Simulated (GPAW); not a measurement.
# Core-hole calculation of the O K edge in PbO (Litharge, P4/nmm)

What does one-electron theory with a core hole give for the O K edge of PbO (Litharge, P4/nmm)?

Calculated with GPAW 26.7.0; X-ray absorption from dipole matrix elements to empty bands, plane-wave PAW RPBE, without spin-orbit coupling.

The database entry behind the starting cell differs from later determinations by our own check (an axis about 0.4 % long against later determinations), so it need not match the best structure at ambient conditions.

## 1. The structure

The structure is tetragonal, space group P4/nmm (No. 129). Conventional cell: a = 3.990 Å, b = 3.990 Å, c = 5.010 Å, α = 90.00°, β = 90.00°, γ = 90.00°. Pb has 4 O at 2.33 Å nearest. Nearest to O lie 4 Pb at 2.33 Å. Farther neighbours and most contacts between anions are not listed.

As a file:

```
Pb O
1.0
     3.99000    0.00000    0.00000
     0.00000    3.99000    0.00000
     0.00000    0.00000    5.01000
Pb O
2 2
Direct
  0.50000 0.00000 0.76000
  0.00000 0.50000 0.24000
  0.50000 0.50000 0.00000
  0.00000 0.00000 0.00000
```

## 2. The field without a hole

The ground state comes first: it tells whether the system has a gap, which decides how the excited electron is treated.

Input file scf.py:

```python
import numpy as np
from ase import Atoms
from ase.parallel import parprint, paropen
from gpaw import GPAW, PW, FermiDirac, Mixer, MixerDif, setup_paths
from gpaw.test import gen
setup_paths.insert(0, '.')
gen('O', name='nch1s', xcname='RPBE', corehole=(1, 0, 0), write_xml=True)
from gpaw.mpi import world
world.barrier()

atoms = Atoms('Pb2O2',
    cell=[[3.99, 0, 0],
     [0, 3.99, 0],
     [0, 0, 5.01]],
    scaled_positions=[[0.5, 0, 0.76],
     [0, 0.5, 0.24],
     [0.5, 0.5, 0],
     [0, 0, 0]],
    pbc=True)
atoms.calc = calc = GPAW(legacy_gpaw=True, mode=PW(500), xc='RPBE', setups={2: 'nch1s'},
    kpts={'size': (6, 6, 5), 'gamma': True}, occupations=FermiDirac(0.05),
    charge=0, mixer=Mixer(0.1, 5, 50), maxiter=150,
    convergence={'density': 0.0001}, txt='scf.txt')
energy = atoms.get_potential_energy() + calc.get_reference_energy()
ef = calc.get_fermi_level()
out = dict(energy=energy, fermi=ef, forces=atoms.get_forces().tolist())
parprint(f'all-electron energy {energy:.4f} eV, Fermi level {ef:.4f} eV')
ev = np.array([[calc.get_eigenvalues(k, s) for k in range(len(calc.get_ibz_k_points()))] for s in range(calc.get_number_of_spins())])
out['homo'], out['lumo'], out['counts'] = ev[ev < ef].max(), ev[ev > ef].min(), sorted(set((ev < ef).sum((0, 2)).tolist()))
out['filled'] = (ev[:, 0] < ef).sum(1).tolist()
import json
with paropen('out.json', 'w') as f:
    json.dump(out, f)
```

On the command line:

```console
> OMP_NUM_THREADS=1 mpirun -n 4 gpaw python scf.py
```

Numbers of over 12 decimals in the logs are rounded to 6 here.

Log:

```text
Input parameters:
  convergence: {density: 0.0001}
  kpts: {gamma: True,
         size: (6, 6, 5)}
  maxiter: 150
  mixer: {backend: pulay,
          beta: 0.1,
          method: separate,
          nmaxold: 5,
          weight: 50}
  mode: {ecut: 500.0,
         name: pw}
  occupations: {fixmagmom: False,
                name: fermi-dirac,
                width: 0.05}
  setups: {2: nch1s}
  xc: RPBE

Initialize ...

[... PAW data sets ...]

Reference energy: -1138666.007580  # eV

Spin-paired calculation

[... convergence settings ...]
Symmetries present (total): 8
  [... symmetry matrices ...]

180 k-points: 6 x 6 x 5 Monkhorst-Pack grid + [1/12,1/12,0.000000]
30 k-points in the irreducible part of the Brillouin zone
       k-points in crystal coordinates                weights
   0:     0.00000000    0.00000000    0.00000000          1/180
   1:     0.00000000    0.00000000    0.20000000          2/180
   2:     0.00000000    0.00000000    0.40000000          2/180
   3:     0.16666667    0.00000000    0.00000000          4/180
   4:     0.16666667    0.00000000    0.20000000          8/180
   5:     0.16666667    0.00000000    0.40000000          8/180
   6:     0.16666667    0.16666667    0.00000000          4/180
   7:     0.16666667    0.16666667    0.20000000          8/180
   8:     0.16666667    0.16666667    0.40000000          8/180
   9:     0.33333333    0.00000000    0.00000000          4/180
          ...
  29:     0.50000000    0.50000000    0.40000000          2/180

Wave functions: Plane wave expansion
  Cutoff energy: 500.000 eV
  Number of coefficients (min, max): 2004, 2051
  Pulay-stress correction: 0.000000 eV/Ang^3 (de/decut=0.000000)
  Using FFTW library
  Wavefunction extrapolation:
    Improved wavefunction reuse through dual PAW basis

Occupation numbers: Fermi-Dirac:
  width: 0.0500  # eV

Eigensolver
   Davidson(niter=2)

Densities:
  Coarse grid: 21*21*27 grid
  Fine grid: 42*42*54 grid
  Total Charge: 0.000000

Density mixing:
  Method: separate
  Backend: pulay
  Linear mixing parameter: 0.1
  old densities: 5
  Width of damping distribution: 1.1
  Damping of long wavelength oscillations: 50

[... Hamiltonian set-up ...]
Number of atoms: 4
Number of atomic orbitals: 26
Number of bands in calculation: 26
Number of valence electrons: 40
Bands to converge: occupied

... initialized

Initializing position-dependent things.

Density initialized from atomic densities
Creating initial wave functions:
  26 bands from LCAO basis set

Positions:
   0 Pb     1.995000    0.000000    3.807600    ( 0.0000,  0.0000,  0.0000)
   1 Pb     0.000000    1.995000    1.202400    ( 0.0000,  0.0000,  0.0000)
   2 O      1.995000    1.995000    0.000000    ( 0.0000,  0.0000,  0.0000)
   3 O      0.000000    0.000000    0.000000    ( 0.0000,  0.0000,  0.0000)

Unit cell:
           periodic     x           y           z      points  spacing
  1. axis:    yes    3.990000    0.000000    0.000000    21     0.1900
  2. axis:    yes    0.000000    3.990000    0.000000    21     0.1900
  3. axis:    yes    0.000000    0.000000    5.010000    27     0.1856

  Lengths:   3.990000   3.990000   5.010000
  Angles:   90.000000  90.000000  90.000000

Effective grid spacing dv^(1/3) = 0.1885

iter:   1   -23.924238
iter:   2   -21.515825   -0.43  -0.99
iter:   3   -20.075964   -0.40  -1.12
iter:   4   -20.148688   -1.62  -1.40
iter:   5   -20.085830   -1.89  -1.54
iter:   6   -20.073363   -1.60  -1.93
iter:   7   -20.076158c  -2.77  -2.23
iter:   8   -20.068006c  -3.37  -2.47
iter:   9   -20.068020c  -4.48  -2.87
iter:  10   -20.068430c  -4.30  -2.85
iter:  11   -20.068531c  -5.15  -2.94
iter:  12   -20.068543c  -5.73  -3.19
iter:  13   -20.068548c  -5.61  -3.30
iter:  14   -20.068510c  -5.03  -3.36
iter:  15   -20.068505c  -5.62  -3.74
iter:  16   -20.068504c  -6.45  -4.14c
iter:  17   -20.068507c  -6.43  -4.20c
iter:  18   -20.068504c  -7.12  -4.04c
iter:  19   -20.068504c  -7.53c -4.31c

Converged after 19 iterations.

Dipole moment: (0.000000, 0.000000, 0.000000) |e|*Ang

Energy contributions relative to reference atoms: (reference = -1138666.007580)

Kinetic:        +43.651068
Potential:      -41.104772
External:        +0.000000
XC:             -22.461561
Entropy (-ST):   -0.000000
Local:           -0.153239
SIC:             +0.000000
--------------------------
Free energy:    -20.068504
Extrapolated:   -20.068504

Showing only first 2 kpts
 Kpt  Band  Eigenvalues  Occupancy
  0    18      4.17702    2.00000
  0    19      5.80543    1.99999
  0    20      8.23926    0.00000
  0    21     11.35382    0.00000

  1    18      4.17773    2.00000
  1    19      5.56939    2.00000
  1    20      8.02362    0.00000
  1    21     10.54029    0.00000

Fermi level: 6.41099

Gap: 1.187 eV
Transition (v -> c):
  (s=0, k=0, n=19, [0.00, 0.00, 0.00]) -> (s=0, k=27, n=20, [0.50, 0.50, 0.00])
Direct/indirect transitions are different
Direct gap: 2.183 eV
Transition at: (s=0, k=27, n=19, [0.50, 0.50, 0.00])

Forces in eV/Ang:
  0 Pb    0.00000    0.00000   -0.08451
  1 Pb    0.00000    0.00000    0.08451
  2 O     0.00000    0.00000    0.00000
  3 O     0.00000    0.00000    0.00000
Scalar-relativistic atomic RPBE calculation for O (Oxygen, Z=8)
Core hole in 1s state (1s occupation: 2.0)
300 radial gridpoints.
|------------------------------------------------|
|------------------------------------------------|
[... the atom generator's iteration count ...]

Energy contributions:
-------------------------
Kinetic:      +74.967971
XC:            -8.356876
Potential:   -141.689200
-------------------------
Total:        -75.078106

state      eigenvalue         ekin         rmax
-----------------------------------------------
1s^2.0 :   -18.930403    29.206976        0.129
2s^2.0 :    -0.883499     3.220853        0.871
2p^4.0 :    -0.330146     2.528078        0.822
-----------------------------------------------
(units: Bohr and Hartree)

Generating PAW setup
Kinetic energy of the core from tauc = 58.460806
Cutoffs:
rc(s)=1.300
rc(p)=1.130
rc(d)=1.170
rc(vbar)=1.300
rc(comp)=1.260
rc(nct)=1.300

Kinetic energy of the core states: 58.413952
Charge: 0.0
Core electrons: 2.0
Valence electrons: 6.0
Pseudo-core charge: 0.000730
Shape function alpha=6.299
Pseudo-electron charge 5.686458
state    eigenvalue         norm
--------------------------------
2s(2) :    -0.883499     1.082694
*s    :     0.116501
2p(4) :    -0.330146     0.880085
*p    :     0.669854
*d    :     0.000000
--------------------------------

Diagonalizing with gridspacing h=0.050

state   all-electron     PAW
-------------------------------
2s:      -0.883499    -0.884611
2p:      -0.330146    -0.333898
*d:                    0.049600
*f:                    0.077138
-------------------------------
all-electron energy -1138686.0761 eV, Fermi level 6.4110 eV
```

Run time: 12 s. Hardware: 4 MPI ranks of Arm Neoverse V2, shared host; peak memory 0.19 GiB.

The mesh shows a gap of 1.19 eV, so the hole is first treated in a charged cell, without the excited electron.

## 3. Spectrum without a core hole, O atom 3

This cheap baseline ignores the attraction of the hole: it shows the absorber's empty states as they are in the ground state. The data set with a hole of occupation 0 only carries the core orbital.

The absorber has 4 Pb at 2.33 Å (tetrahedral, site symmetry -4m2).

Input file xas.py:

```python
import numpy as np
from ase import Atoms
from ase.parallel import parprint, paropen
from gpaw import GPAW, PW, FermiDirac, Mixer, MixerDif, setup_paths
from gpaw.test import gen
setup_paths.insert(0, '.')
gen('O', name='nch1s', xcname='RPBE', corehole=(1, 0, 0), write_xml=True)
from gpaw.mpi import world
world.barrier()

atoms = Atoms('Pb2O2',
    cell=[[3.99, 0, 0],
     [0, 3.99, 0],
     [0, 0, 5.01]],
    scaled_positions=[[0.5, 0, 0.76],
     [0, 0.5, 0.24],
     [0.5, 0.5, 0],
     [0, 0, 0]],
    pbc=True)
atoms.calc = calc = GPAW(legacy_gpaw=True, mode=PW(500), xc='RPBE', setups={2: 'nch1s'},
    kpts={'size': (6, 6, 5), 'gamma': True}, occupations=FermiDirac(0.02),
    charge=0, mixer=Mixer(0.1, 5, 50), maxiter=150,
    convergence={'density': 0.0001}, txt='scf.txt')
energy = atoms.get_potential_energy() + calc.get_reference_energy()
ef = calc.get_fermi_level()
out = dict(energy=energy, fermi=ef, forces=atoms.get_forces().tolist())
parprint(f'all-electron energy {energy:.4f} eV, Fermi level {ef:.4f} eV')
ev = np.array([[calc.get_eigenvalues(k, s) for k in range(len(calc.get_ibz_k_points()))] for s in range(calc.get_number_of_spins())])
out['homo'], out['lumo'], out['counts'] = ev[ev < ef].max(), ev[ev > ef].min(), sorted(set((ev < ef).sum((0, 2)).tolist()))
out['filled'] = (ev[:, 0] < ef).sum(1).tolist()

from ase.units import Ha
from gpaw.xas import dipole_matrix_elements
nb = int(calc.get_number_of_electrons() / 2) + 51
top, nb = nb, nb + 8 + nb // 12
nscf = calc.fixed_density(kpts={'size': (6, 6, 5), 'gamma': True}, nbands=nb,
    convergence={'bands': top, 'eigenstates': 1e-5}, maxiter=60, txt='nscf.txt')
cell = atoms.cell.array
ops = [cell.T @ U.T @ np.linalg.inv(cell.T) for U in nscf.wfs.kd.symmetry.op_scc]
filled = [20]  # bands filled in the ground state, by spin
E = np.arange(-25, 34, 0.1)
fwhm = np.interp(E, [4, 25], [0.9, 3.5])
Y, X, zero, highest = 0, 0, 1e9, 1e9
for spin in range(nscf.get_number_of_spins()):
    wfs = nscf.wfs
    A = dipole_matrix_elements(wfs.setups[2])
    eps = np.zeros((wfs.kd.nibzkpts, nb))
    d = np.zeros((3, A.shape[1], wfs.kd.nibzkpts, nb), complex)
    for kpt in wfs.kpt_u:
        if kpt.s == spin and 2 in kpt.P_ani:
            eps[kpt.k] = kpt.eps_n * Ha
            d[:, :, kpt.k] = (kpt.weight * wfs.nspins / 2) ** 0.5 * np.inner(A, kpt.P_ani[2])
    world.sum(eps)
    world.sum(d)
    T = np.einsum('amkn,bmkn->abkn', d, d.conj()).real
    T = sum(np.einsum('ai,ijkn,bj->abkn', R, T, R) for R in ops) / len(ops)
    empty = np.ones_like(eps, bool) & (np.arange(nb) >= filled[spin])
    zero, highest = min(zero, eps[empty].min()), min(highest, eps[:, top - 1].min())
    lines = [(eps, T, empty)] if spin == 0 else lines + [(eps, T, empty)]
for eps, T, empty in lines:
    f = np.einsum('aakn->akn', T).reshape(3, -1)
    x = eps.ravel() - zero
    w = np.interp(x, E, fwhm) / 2.35482
    g = np.exp(-0.5 * ((E[:, None] - x) / w) ** 2) / (w * (2 * np.pi) ** 0.5)
    Y = Y + (f * empty.ravel()) @ g.T
    X = X + (f * ~empty.ravel()) @ g.T
out.update(E=E.round(2).tolist(), xas=Y.tolist(), xes=X.tolist(), zero=zero, valid=highest - zero, nk=len(eps), nb=nb)
for i in range(0, len(E), 10):
    parprint(f'{E[i]:7.2f}', *(f'{v:10.3e}' for v in Y[:, i]))
import json
with paropen('out.json', 'w') as f:
    json.dump(out, f)
```

On the command line:

```console
> OMP_NUM_THREADS=1 mpirun -n 4 gpaw python xas.py
```

Log:

```text
Input parameters:
  convergence: {density: 0.0001}
  kpts: {gamma: True,
         size: (6, 6, 5)}
  maxiter: 150
  mixer: {backend: pulay,
          beta: 0.1,
          method: separate,
          nmaxold: 5,
          weight: 50}
  mode: {ecut: 500.0,
         name: pw}
  occupations: {fixmagmom: False,
                name: fermi-dirac,
                width: 0.02}
  setups: {2: nch1s}
  xc: RPBE

Initialize ...

[...]
*p    :     0.669854
*d    :     0.000000
--------------------------------

Diagonalizing with gridspacing h=0.050

state   all-electron     PAW
-------------------------------
2s:      -0.883499    -0.884611
2p:      -0.330146    -0.333898
*d:                    0.049600
*f:                    0.077138
-------------------------------
all-electron energy -1138686.0761 eV, Fermi level 6.2324 eV
[...]
32.00  7.738e-05  7.738e-05  4.917e-05
  33.00  7.099e-05  7.099e-05  4.758e-05
[key lines of the parts left out:]
Converged after 19 iterations.
Dipole moment: (0.000000, 0.000000, 0.000000) |e|*Ang
Free energy:    -20.068504
Fermi level: 6.23245
```

It took 32 s on 4 MPI ranks; peak memory 0.25 GiB; 2.1 min of CPU time.

The O K spectrum, O atom 3, no core hole (energy from the lowest empty level; intensity scaled to a mean of 1 over the first 20 eV; polarised curves are means over the symmetry-equivalent atoms):

```tsv
E (eV)	isotropic	ε ⊥ c	ε ∥ c
-2.0	0.00	0.00	0.00
-1.0	0.00	0.00	0.00
0.0	0.02	0.01	0.02
1.0	0.56	0.49	0.68
2.0	2.57	2.24	3.22
3.0	1.28	1.34	1.15
4.0	1.32	1.34	1.28
5.0	1.37	1.49	1.14
6.0	2.57	2.54	2.62
7.0	1.34	1.35	1.33
8.0	0.60	0.65	0.52
9.0	0.39	0.43	0.33
10.0	0.30	0.36	0.19
11.0	0.54	0.64	0.35
12.0	0.78	0.83	0.66
13.0	0.76	0.78	0.73
14.0	0.86	0.93	0.72
15.0	1.12	1.18	1.00
16.0	1.21	1.19	1.25
17.0	0.99	0.91	1.14
18.0	0.65	0.58	0.79
19.0	0.49	0.46	0.55
20.0	0.50	0.49	0.54
21.0	0.56	0.53	0.63
22.0	0.60	0.54	0.72
23.0	0.63	0.53	0.81
24.0	0.66	0.55	0.90
25.0	0.71	0.61	0.91
26.0	0.77	0.73	0.86
27.0	0.87	0.88	0.84
28.0	0.96	1.00	0.86
29.0	0.99	1.05	0.85
30.0	0.95	1.04	0.78
31.0	0.88	0.98	0.66
32.0	0.80	0.91	0.58
```

Main maxima below 24 eV (height): 2.1 eV (2.61), 4.3 eV (1.42), 6.1 eV (2.59) and 15.8 eV (1.22). A K edge sees empty p states on the absorber.

The same matrix elements for filled bands give the O K emission of O atom 3 (ground-state approximation; energy from the lowest empty level, largest value 1):

```tsv
E (eV)	emission
-24.00	0.00
-23.25	0.00
-22.50	0.00
-21.75	0.00
-21.00	0.00
-20.25	0.00
-19.50	0.00
-18.75	0.00
-18.00	0.00
-17.25	0.01
-16.50	0.00
-15.75	0.00
-15.00	0.00
-14.25	0.00
-13.50	0.00
-12.75	0.00
-12.00	0.00
-11.25	0.00
-10.50	0.00
-9.75	0.03
-9.00	0.13
-8.25	0.08
-7.50	0.03
-6.75	0.01
-6.00	0.11
-5.25	0.47
-4.50	0.54
-3.75	0.65
-3.00	0.94
-2.25	0.79
-1.50	0.19
-0.75	0.02
0.00	0.00
0.75	0.00
1.50	0.00
2.25	0.00
3.00	0.00
```

Emission maxima: -8.8 eV (0.13) and -2.6 eV (1.00).

## 4. Supercell without a hole, the energy reference

The photon energy needs a difference of total energies, so the cell and mesh of the coming hole run are first run without a hole.

Changes to scf.py since step 2:

```diff
@@ -10,13 +10,25 @@
 
-atoms = Atoms('Pb2O2',
-    cell=[[3.99, 0, 0],
-     [0, 3.99, 0],
-     [0, 0, 5.01]],
-    scaled_positions=[[0.5, 0, 0.76],
-     [0, 0.5, 0.24],
+atoms = Atoms('Pb8O8',
+    cell=[[3.99, 3.99, 5.01],
+     [-3.99, 3.99, -5.01],
+     [-3.99, 3.99, 5.01]],
+    scaled_positions=[[0.25, 0.62, 0.13],
+     [0.75, 0.12, 0.13],
+     [0.25, 0.12, 0.63],
+     [0.75, 0.62, 0.63],
+     [0.25, 0.13, 0.12],
+     [0.75, 0.63, 0.12],
+     [0.25, 0.63, 0.62],
+     [0.75, 0.13, 0.62],
+     [0.5, 0.25, 0.75],
+     [0, 0.75, 0.75],
+     [0.5, 0.75, 0.25],
+     [0, 0.25, 0.25],
+     [0, 0, 0],
      [0.5, 0.5, 0],
-     [0, 0, 0]],
+     [0, 0.5, 0.5],
+     [0.5, 0, 0.5]],
     pbc=True)
-atoms.calc = calc = GPAW(legacy_gpaw=True, mode=PW(500), xc='RPBE', setups={2: 'nch1s'},
-    kpts={'size': (6, 6, 5), 'gamma': True}, occupations=FermiDirac(0.05),
+atoms.calc = calc = GPAW(legacy_gpaw=True, mode=PW(500), xc='RPBE', setups={8: 'nch1s'},
+    kpts={'size': (3, 3, 3), 'gamma': True}, occupations=FermiDirac(0.02),
     charge=0, mixer=Mixer(0.1, 5, 50), maxiter=150,
```

On the command line:

```console
> OMP_NUM_THREADS=1 mpirun -n 4 gpaw python scf.py
```

Log:

```text
Input parameters:
  convergence: {density: 0.0001}
  kpts: {gamma: True,
         size: (3, 3, 3)}
  maxiter: 150
  mixer: {backend: pulay,
          beta: 0.1,
          method: separate,
          nmaxold: 5,
          weight: 50}
  mode: {ecut: 500.0,
         name: pw}
  occupations: {fixmagmom: False,
                name: fermi-dirac,
                width: 0.02}
  setups: {8: nch1s}
  xc: RPBE

Initialize ...

[...]
2s(2) :    -0.883499     1.082694
*s    :     0.116501
2p(4) :    -0.330146     0.880085
*p    :     0.669854
*d    :     0.000000
--------------------------------

Diagonalizing with gridspacing h=0.050

state   all-electron     PAW
-------------------------------
2s:      -0.883499    -0.884611
2p:      -0.330146    -0.333898
*d:                    0.049600
*f:                    0.077138
-------------------------------
all-electron energy -4554744.2826 eV, Fermi level 6.2750 eV
[key lines of the parts left out:]
Converged after 18 iterations.
Dipole moment: (33.630023, -33.630023, 0.000000) |e|*Ang
Free energy:    -80.252681
Fermi level: 6.27496
```

It took 81 s on 4 MPI ranks; peak memory 0.31 GiB; 5.4 min of CPU time.

Reference energy: -4554744.283 eV with the cores included.

[end of part 1 of 3]

[Banner, clock and machine lines of the logs are left out without a mark of their own.]

[Logs are printed without paths, hosts, clocks, repeated set-up lines and the standing remarks that a program may print on its own settings, such as how far it seeks lower states.]

[Hosts, paths, dates, database ids (printed as entryN), source tags and the programs' standing remarks are cut or masked in the printed files.]

[Lists of maxima count a maximum above −3 eV only where it reaches 4 % of the highest in the window and stands out from its surroundings by 2 % of it (1.5 % where it reaches 55 %); shoulders and weaker maxima are passed over, and of the rest the first, up to two pre-edge ones and the few strongest are named.]
